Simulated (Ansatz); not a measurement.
# SnO (model cell, started as zinc blende): from the cell to its phonons

Wanted: phonon frequencies of SnO (model cell, started as zinc blende) and what follows from them.

Method: DFT LDA, scalar-relativistic, plane waves, PAW, in Ansatz 0.2.0.

Report form: the programs' logs are mostly left out.

The structure was built from a prototype and need not be the compound's stable phase.

## Step 1: Starting point

Symmetry: F-43m, No. 216, cubic system. The conventional cell has a = 5.427 Å, b = 5.427 Å, c = 5.427 Å, α = 90.00°, β = 90.00°, γ = 90.00°. Sn has 4 O at 2.35 Å nearest. O has 4 Sn at 2.35 Å nearest. Farther neighbours and most contacts between anions are not listed.

## Step 2: Relaxation

The cell and atoms are relaxed, since residual forces and stress would shift the frequencies.

input.yaml reads:

```yaml
crystal:
  lattice:
    - [0.0, 2.71355, 2.71355]
    - [2.71355, 0.0, 2.71355]
    - [2.71355, 2.71355, 0.0]
  atoms:
    - { symbol: Sn, position: [0.0, 0.0, 0.0] }
    - { symbol: O, position: [0.25, 0.25, 0.25] }
kpoints:
  mp_grid: { grid: [12, 12, 12] }
hamiltonian:
  xc: lda
scf:
  occupations: { method: gaussian, width: 0.1 }
output:
  forces: true
  stress: true
  eigenvalues: true
  write_density: true
  write_potential: true
  elf: true
  volumetric_format: npy
relax:
  adjacent_minimum: "off"
  f_tol: 0.005
  max_steps: 80
  cell: { stress_tol: 0.05 }
```

Command:

```console
$ ansatz run input.yaml --threads 4 --pin off --max-ram 7168MiB --backend cpu --events-out ev --progress --plain --runs-dir out
```

It took 6.8 s on 4 threads of Arm Neoverse V2, shared host; peak memory 0.37 GiB.

Step by step:

| step | energy less that of the first step (eV) | largest force component (eV/Å) | pressure (GPa) | volume (Å³) |
| --- | --- | --- | --- | --- |
| 1 | 0.0000 | 0.0000 | -3.83 | 39.96 |
| 2 | -0.0337 | 0.0000 | 0.72 | 37.44 |
| 3 | -0.0333 | 0.0000 | -0.05 | 37.82 |
| 4* | -0.0282 | 0.0000 | -0.22 | 37.82 |
| 5 | -0.0286 | 0.0000 | 0.00 | 37.71 |
| 6* | -0.0282 | 0.0000 | -0.01 | 37.71 |

Relaxation steps marked * repeat the geometry before them on a plane-wave basis chosen anew for their cell, so energy and pressure can jump there.

Forces are held to the 24 operations that the run works with; a distortion that breaks them can't arise in this run.

| conventional cell, symmetrised | before | after | change |
| --- | --- | --- | --- |
| a (Å) | 5.427 | 5.323 | -1.9 % |
| b (Å) | 5.427 | 5.323 | -1.9 % |
| c (Å) | 5.427 | 5.323 | -1.9 % |
| volume (Å³/atom) | 19.98 | 18.85 | -5.6 % |

Final coordinates:

```xyz
2
Lattice="0.0000 2.6615 2.6615 2.6615 0.0000 2.6615 2.6615 2.6615 0.0000" Properties=species:S:1:pos:R:3 pbc="T T T"
Sn    0.0000    0.0000    0.0000
O     1.3307    1.3307    1.3307
```

Numbers from this step:

* pressure: -0.009543 GPa
* volume per atom: 18.85 Å³
* gap on the k-mesh: 0 eV

Valence density in the ac plane of a cell with a along [110], b along [-110] and c along [001] of the cube at fractional y = 0.500, with atoms of Sn and O within 0.2 Å of it. It is the smooth field of the valence electrons, not physical close to the nuclei.

Ten steps, logarithmic in the rise over the least value, from '_' (0 e/Å³) to '@' (14 e/Å³), each cell a mean:
```
__________________________________________
__________________________________________
__________________________________________
______..........____________........______
____..::====--::..________..--====--..____
__..::==##%%##==::..____..--++####++--..__
....::++%%@@%%++::..__..::==##@@@@##==....
::::::++%%@@%%++::::::::::==##@@@@**--::::
++==----++**++----==++==----==****==----==
##**--::::--::::--**####++::::----::::++##
%%**--..........==##%%##++::........::++%%
**++::..______..--++****==..________::==**
--::..__________..::----::..________..::--
....______________......________________..
```
Columns run along a (7.5 Å), rows up along c (5.3 Å), edges of the conventional cell, whose origin can differ from the input's. Atoms in or near the plane, at fractional coordinates: Sn at (0.75, 0.50), Sn at (0.25, 0.50), O at (0.50, 0.25), O at (0.00, 0.25).

Electrostatic potential energy in the ac plane of a cell with a along [110], b along [-110] and c along [001] of the cube at fractional y = 0.500, with atoms of Sn and O within 0.2 Å of it. With pseudopotentials it is smooth inside the atoms' cores, unlike the true potential.

Ten even steps from '0' (-28 eV) to '9' (25 eV), each cell a mean:
```
777777777777777777777
777777777777777777777
777777777777777777777
777666667777766666777
776533356777664334667
765357535677644774467
764499945677637996367
765489835677636995467
466445446545653443565
026654566100465445640
016766676000377667730
137777777312677777751
677777777766777777776
777777777777777777777
```
Columns run along a (7.5 Å; values clipped at the 3rd and 97th percentile), rows up along c (5.3 Å), edges of the conventional cell, whose origin can differ from the input's. Atoms in or near the plane, at fractional coordinates: Sn at (0.75, 0.50), Sn at (0.25, 0.50), O at (0.50, 0.25), O at (0.00, 0.25).

ELF in the ac plane of a cell with a along [110], b along [-110] and c along [001] of the cube at fractional y = 0.500, with atoms of Sn and O within 0.2 Å of it. It is the smooth field of the valence electrons, not physical close to the nuclei.

Values, 8 rows by 16 columns, each cell a mean:
```
0.10 0.07 0.04 0.03 0.03 0.03 0.06 0.09 0.10 0.07 0.04 0.03 0.03 0.03 0.06 0.09
0.07 0.08 0.13 0.16 0.17 0.14 0.10 0.07 0.07 0.08 0.13 0.16 0.17 0.14 0.10 0.07
0.09 0.25 0.35 0.33 0.31 0.35 0.31 0.13 0.09 0.25 0.35 0.33 0.31 0.35 0.31 0.13
0.14 0.28 0.32 0.09 0.05 0.25 0.33 0.18 0.14 0.28 0.32 0.09 0.05 0.25 0.33 0.18
0.52 0.32 0.25 0.14 0.11 0.23 0.27 0.47 0.52 0.32 0.25 0.14 0.11 0.23 0.27 0.47
0.66 0.72 0.30 0.27 0.30 0.24 0.58 0.73 0.66 0.72 0.30 0.27 0.30 0.24 0.58 0.73
0.73 0.70 0.30 0.11 0.11 0.19 0.59 0.75 0.73 0.70 0.30 0.11 0.11 0.19 0.59 0.75
0.38 0.25 0.10 0.03 0.02 0.06 0.19 0.35 0.38 0.25 0.10 0.03 0.02 0.06 0.19 0.35
```
Columns run along a (7.5 Å), rows up along c (5.3 Å), edges of the conventional cell, whose origin can differ from the input's. Atoms in or near the plane, at fractional coordinates: Sn at (0.75, 0.50), Sn at (0.25, 0.50), O at (0.50, 0.25), O at (0.00, 0.25).

In this step the volume went from 19.98 to 18.85 Å³/atom.

## Step 3: Tight relaxation

Phonons need a cell at rest on their own settings, so the relaxation is repeated with tight tolerances on forces and stress on the k mesh and occupations of the first response run.

input.yaml reads:

```yaml
crystal:
  lattice:
    - [0.0, 2.6614960121, 2.6614960121]
    - [2.6614960121, 0.0, 2.6614960121]
    - [2.6614960121, 2.6614960121, 0.0]
  atoms:
    - { symbol: Sn, position: [0.0, 0.0, 0.0] }
    - { symbol: O, position: [0.25, 0.25, 0.25] }
kpoints:
  mp_grid: { grid: [12, 12, 12] }
hamiltonian:
  xc: lda
scf:
  occupations: { method: methfessel_paxton, width: 0.15 }
output:
  forces: true
  stress: true
  eigenvalues: true
relax:
  adjacent_minimum: "off"
  f_tol: 0.001
  max_steps: 60
  cell: { stress_tol: 0.01 }
```

The job ended after 2.4 s (4 threads; peak memory 0.35 GiB).

Little changed from the start: no atom moved by 0.005 Å and no cell edge by 0.1 %.

Numbers from this step:

| Property | Result |
| --- | --- |
| pressure | -0.006537 GPa |

The forces vanish by symmetry and the pressure is -0.007 GPa, within the tolerances set. The cell now holds 18.85 Å³/atom.

## Step 4: Zone-centre response

The zone centre comes first: it holds the modes that light can see, as far as symmetry allows. No field response is asked, since the mesh shows no gap.

Changes to input.yaml since step 3:

```diff
@@ -15,9 +15,4 @@
 output:
-  forces: true
-  stress: true
   eigenvalues: true
-relax:
-  adjacent_minimum: "off"
-  f_tol: 0.001
-  max_steps: 60
-  cell: { stress_tol: 0.01 }
+phonons:
+  method: dfpt
```

Elapsed: 7.5 s, on 4 threads; peak memory 0.54 GiB.

Numbers from this step:

- sum-rule residual before enforcement: 8.45e-5 eV/Å²
- point group: -43m
- highest optical mode at the zone centre (no LO-TO term): 218.1 cm⁻¹
- lowest optical zone-centre mode: 218.1 cm⁻¹

Patterns of degenerate modes are one choice out of their space. The modes at Γ (shares of kinetic energy by element, %):

| mode | frequency (cm⁻¹) | symmetry | Sn % | O % |
| --- | --- | --- | --- | --- |
| 1 | 0.0 | acoustic | 88 | 12 |
| 2 | 0.0 | acoustic | 88 | 12 |
| 3 | 0.0 | acoustic | 88 | 12 |
| 4 | 218.1 | T2 | 12 | 88 |
| 5 | 218.1 | T2 | 12 | 88 |
| 6 | 218.1 | T2 | 12 | 88 |

Displacements in mode 5 (218.1 cm⁻¹), the largest set to 1:
```
Sn1  0.00  0.12 -0.13
O2   0.00 -0.91  1.00
```

Before it was imposed, the acoustic sum rule was missed by 8.4e-5 eV/Å². Small misses are needed for a sound result but don't prove that mesh and cutoff are converged. The lowest optical mode is real, 218 cm⁻¹.

## Step 5: Response at finite wavevector

Stability and thermal properties need the whole zone. Linear response on a 4×4×4 q mesh gives force constants as far as a supercell of that size would.

Changes to input.yaml since step 4:

```diff
@@ -18 +18,8 @@
   method: dfpt
+  qmesh: [4, 4, 4]
+  temperatures: { t_max: 1000, t_step: 50 }
+  qpath:
+    path:
+      - [[0.0, 0.0, 0.0], [-0.5, -0.5, 0.0], [-0.375, -0.375, 0.25]]
+      - [[-0.375, 0.0, 0.375], [0.0, 0.0, 0.0], [0.0, 0.0, 0.5], [-0.5, -0.25, 0.25], [-0.5, -0.5, 0.0]]
+    npoints: 10
```

Run time: 3.2 min. Hardware: 4 threads; peak memory 2.2 GiB.

This step gave:

```
sum-rule residual before enforcement                    : 8.67e-5 eV/Å²
lowest frequency on the path                            : -263.6 cm⁻¹
highest frequency on the path or at a solved wavevector : 218.4 cm⁻¹
lowest mode on the q mesh (acoustic modes at Γ apart)   : -258.8 cm⁻¹
```

Frequencies (cm⁻¹) solved at each irreducible wavevector; negative means imaginary. Frequencies by wavevector, by row:

| q in reciprocal lattice units | star | mode 1 | mode 2 | mode 3 | mode 4 | mode 5 | mode 6 |
| --- | --- | --- | --- | --- | --- | --- | --- |
| 0 0 0 | 1 | 0 | 0 | 0 | 218.1 | 218.1 | 218.1 |
| 0 0 0.25 | 8 | -28.8 | -28.8 | 0.1 | 159.2 | 202 | 202 |
| 0 0 -0.5 | 4 | -38.9 | -38.9 | -34.6 | 160.8 | 171.3 | 171.3 |
| 0 0.25 0.25 | 6 | -157.7 | -157.7 | -156.7 | 114.7 | 118.1 | 118.1 |
| 0 0.25 -0.5 | 24 | -221.2 | -162.3 | 72.8 | 114.6 | 142.3 | 161.5 |
| 0 0.25 -0.25 | 12 | -213.9 | -97.5 | -65.1 | 132.6 | 149.5 | 163.9 |
| 0 -0.5 -0.5 | 3 | -258.8 | -239.1 | -239.1 | 106.3 | 106.3 | 145.9 |
| 0.25 -0.5 -0.25 | 6 | -250 | -200.6 | -184.2 | 108.7 | 113.4 | 153.6 |

Interpolated from a 4×4×4 q mesh. Phonon branches along the path, in cm⁻¹:

| point | branch 1 | branch 2 | branch 3 | branch 4 | branch 5 | branch 6 |
| --- | --- | --- | --- | --- | --- | --- |
| Γ | 0 | 0 | 0 | 218 | 218 | 218 |
| halfway | -158 | -158 | -157 | 115 | 118 | 118 |
| X | -259 | -239 | -239 | 106 | 106 | 146 |
| halfway | -257 | -226 | -195 | 106 | 107 | 149 |
| U | -254 | -184 | -80 | 111 | 111 | 153 |
| jump to K | -254 | -184 | -80 | 111 | 111 | 153 |
| halfway | -156 | -85 | -34 | 135 | 160 | 185 |
| Γ | 0 | 0 | 0 | 218 | 218 | 218 |
| halfway | -29 | -29 | 0 | 159 | 202 | 202 |
| L | -39 | -39 | -35 | 161 | 171 | 171 |
| halfway | -203 | -96 | 39 | 135 | 142 | 159 |
| W | -250 | -201 | -184 | 109 | 113 | 154 |
| halfway | -264 | -211 | -181 | 107 | 109 | 150 |
| X | -259 | -239 | -239 | 106 | 106 | 146 |

Tetrahedra on a 20×20×20 mesh, mean over bins of 5 cm-1. Interpolated from a 4×4×4 q mesh. Table of phonon density of states by wavenumber; read off at these points:

| wavenumber (cm⁻¹) | phonon density of states (1/cm⁻¹/cell) |
| --- | --- |
| -262 | 0.00134 |
| -248 | 0.0117 |
| -238 | 0.0116 |
| -222 | 0.0119 |
| -212 | 0.0120 |
| -198 | 0.0126 |
| -182 | 0.0106 |
| -172 | 0.0103 |
| -158 | 0.0105 |
| -148 | 0.00996 |
| -132 | 0.00989 |
| -118 | 0.00971 |
| -108 | 0.00998 |
| -92 | 0.0102 |
| -82 | 0.00989 |
| -68 | 0.00965 |
| -52 | 0.00918 |
| -42 | 0.00876 |
| -28 | 0.00706 |
| -18 | 0.00752 |
| -2 | 0.00588 |
| 8 | 0.00482 |
| 22 | 0.0056 |
| 38 | 0.0049 |
| 48 | 0.00551 |
| 62 | 0.00545 |
| 72 | 0.00297 |
| 88 | 0 |
| 102 | 0 |
| 108 | 0.0555 |
| 112 | 0.0483 |
| 128 | 0.0287 |
| 138 | 0.0337 |
| 152 | 0.0752 |
| 168 | 0.0171 |
| 178 | 0.0163 |
| 192 | 0.0125 |
| 202 | 0.00632 |
| 218 | 0.00179 |

The partial phonon density of states has structure finer than the step of the table below, so its rows give means over 20 cm⁻¹, whole bins alone (the curve runs from -273 to 235 cm⁻¹). Peaks (cm⁻¹: height): O -227.9: 0.0128, -208.7: 0.0131, -189.6: 0.0126, -167.3: 0.0108, -151.3: 0.0116, -106.6: 0.00881, 186.9: 0.0109; Sn 110.3: 0.0483, 151.8: 0.0542.

Phonopy on the run's constants, 19x19x19 mesh, Gaussian sigma 3.6 cm-1. Interpolated from a 4×4×4 q mesh. Table of partial phonon density of states by wavenumber; means over each step; values in 1/cm⁻¹/cell:

| wavenumber (cm⁻¹) | O | Sn |
| --- | --- | --- |
| -260 | 0.00540 | 6.0e-5 |
| -240 | 0.0116 | 2.0e-4 |
| -220 | 0.0119 | 2.9e-4 |
| -200 | 0.0117 | 4.3e-4 |
| -180 | 0.00986 | 5.2e-4 |
| -160 | 0.0103 | 8.0e-4 |
| -140 | 0.00799 | 0.00103 |
| -120 | 0.00830 | 0.00169 |
| -100 | 0.00765 | 0.00262 |
| -80 | 0.00644 | 0.00371 |
| -60 | 0.00494 | 0.00468 |
| -40 | 0.00322 | 0.00511 |
| -20 | 0.00258 | 0.00479 |
| 0 | 8.2e-4 | 0.00163 |
| 20 | 0.00217 | 0.00348 |
| 40 | 0.00261 | 0.00429 |
| 60 | 0.00195 | 0.00394 |
| 80 | 4.2e-4 | 0.00100 |
| 100 | 4.7e-4 | 0.0137 |
| 120 | 0.00426 | 0.0313 |
| 140 | 0.00723 | 0.0319 |
| 160 | 0.00958 | 0.0267 |
| 180 | 0.0106 | 0.00429 |
| 200 | 0.00683 | 0.00171 |
| 220 | 0.00133 | 2.2e-4 |

Second derivatives of the energy by pair, one row for each kind of neighbour of each atom listed. Each entry sums the pair over the periodic images of the supercell that the q mesh stands for, and in a polar crystal it holds the long-range dipole part too. Force constants by pair, by row:

| atom | neighbour | distance (Å) | third of the trace (eV/Å²) | along the pair's line (eV/Å²) |
| --- | --- | --- | --- | --- |
| Sn1 | itself | 0 | 5.596 | – |
| Sn1 | O | 2.305 | -0.6369 | -1.504 |
| Sn1 | Sn | 3.764 | -0.2358 | -0.9871 |
| Sn1 | O | 4.414 | 0.0092 | -0.082 |
| Sn1 | Sn | 5.323 | -0.0634 | -0.0641 |
| Sn1 | O | 5.801 | 0.0071 | -0.0351 |
| Sn1 | Sn | 6.519 | 0.0099 | 0.0122 |
| Sn1 | O | 6.915 | -0.0549 | -0.041 |
| Sn1 | O | 6.915 | 0.0193 | -0.0201 |
| O2 | itself | 0 | -0.7544 | – |
| O2 | Sn | 2.305 | -0.6369 | -1.504 |
| O2 | O | 3.764 | 0.2934 | 0.4913 |
| O2 | Sn | 4.414 | 0.0092 | -0.082 |
| O2 | O | 5.323 | -0.256 | -0.2153 |
| O2 | Sn | 5.801 | 0.0071 | -0.0351 |
| O2 | O | 6.519 | 0.0506 | 0.0839 |
| O2 | Sn | 6.915 | 0.0193 | -0.0201 |
| O2 | Sn | 6.915 | -0.0549 | -0.041 |

Symmetry leaves 8 wavevectors to solve. The lowest mode among them, the acoustic zeros apart, lies at q = (0, -0.5, -0.5) and is imaginary, 258.8i cm⁻¹, so the energy falls along it. Between them the interpolated path dips to 264i cm⁻¹.

## Step 6: Another isotope, element O, natural mass 15.999 amu

An isotope changes the mass and not the force constants, so no new electronic calculation is needed; the shifts show which modes move this element.

The same force constants with the mass of O changed from 15.999 to 17.999 u (phonopy, no LO-TO term). Both lists are sorted by frequency; levels can cross, so a row need not hold one and the same mode. Modes under 3 cm⁻¹ are left out. Isotope shifts, by row:

| q | rank | natural mass (cm⁻¹) | changed mass (cm⁻¹) |
| --- | --- | --- | --- |
| 0 0 0 | 4 | 218.1 | 207.1 |
| 0 0 0 | 5 | 218.1 | 207.1 |
| 0 0 0 | 6 | 218.1 | 207.1 |
| 0 0 0.25 | 1 | -28.8 | -28.46 |
| 0 0 0.25 | 2 | -28.8 | -28.46 |
| 0 0 0.25 | 4 | 159.2 | 155.6 |
| 0 0 0.25 | 5 | 202 | 192.8 |
| 0 0 0.25 | 6 | 202 | 192.8 |
| 0 0 -0.5 | 1 | -38.91 | -38.16 |
| 0 0 -0.5 | 2 | -38.91 | -38.16 |
| 0 0 -0.5 | 3 | -34.56 | -32.71 |
| 0 0 -0.5 | 4 | 160.8 | 160.2 |
| 0 0 -0.5 | 5 | 171.3 | 164.6 |
| 0 0 -0.5 | 6 | 171.3 | 164.6 |
| 0 0.25 0.25 | 1 | -157.7 | -150 |
| 0 0.25 0.25 | 2 | -157.7 | -150 |
| 0 0.25 0.25 | 3 | -156.7 | -147.7 |
| 0 0.25 0.25 | 4 | 114.7 | 114.7 |
| 0 0.25 0.25 | 5 | 118.1 | 117 |
| 0 0.25 0.25 | 6 | 118.1 | 117 |

A mode of this element alone would shift by -5.72 %. The highest zone-centre frequency without the field goes from 218.1 to 207.1 cm⁻¹ (-5.0 %). The product of the frequency ratios over all optical modes at Γ is 0.857; the product rule, (m/m′)^(3k/2) (M′/M)^(3/2) with k = 1 such atoms and M the mass of the cell, gives 0.857.

## Step 7: Another isotope, element Sn, natural mass 118.71 amu

The same for Sn, from 118.71 to 123.91 u.

A mode of this element alone would shift by -2.12 %. The highest zone-centre frequency without the field goes from 218.1 to 217.5 cm⁻¹ (-0.2 %). The product of the frequency ratios over all optical modes at Γ is 0.993; the product rule, (m/m′)^(3k/2) (M′/M)^(3/2) with k = 1 such atoms and M the mass of the cell, gives 0.993.

## Step 8: What came out

| Quantity | Value |
| --- | --- |
| space group after relaxation (within 0.01 Å) | F-43m |
| volume per atom | 18.9 Å³ |
| electronic character | no gap on this mesh |
| highest optical mode at the zone centre (no LO-TO term) | 218 cm⁻¹ |
| lowest optical zone-centre mode | 218 cm⁻¹ |
| lowest mode on the q mesh (acoustic modes at Γ apart) | -259 cm⁻¹ |
| highest frequency on the path or at a solved wavevector | 218 cm⁻¹ |
| imaginary modes on the 4×4×4 q mesh | yes |

**Reading.** Modes are clearly imaginary (beyond 10i cm⁻¹) at 7 of the 8 irreducible wavevectors, most at q = (0, -0.5, -0.5) (258.8i cm⁻¹), so this structure is not a minimum of the energy. The optical modes at Γ form one degenerate level at 218 cm⁻¹. The highest mode in this list at Γ, 218.1 cm⁻¹, is mostly motion of O (88 % of the kinetic energy). With no gap, or one that is small against the smearing, the frequencies hang on the k mesh and the smearing, most of all near Kohn anomalies. A semilocal functional can close a gap that the real compound would have, so the metallic treatment may be an artefact of the level. Spin-orbit coupling is left out, which can matter for the heavy elements here. A phonon run warned that its eigensolver left some bands unconverged in a pass. The starting cell was built on a prototype and not taken from a measurement, so the phase need not exist. These are harmonic frequencies at zero temperature: anharmonic shifts, linewidths and thermal expansion are left out.

[Logs are printed without paths, hosts, clocks, repeated set-up lines and the standing remarks that a program may print on its own settings, such as how far it seeks lower states.]

[Hosts, paths, dates, database ids (printed as entryN), source tags and the programs' standing remarks are cut or masked in the printed files.]
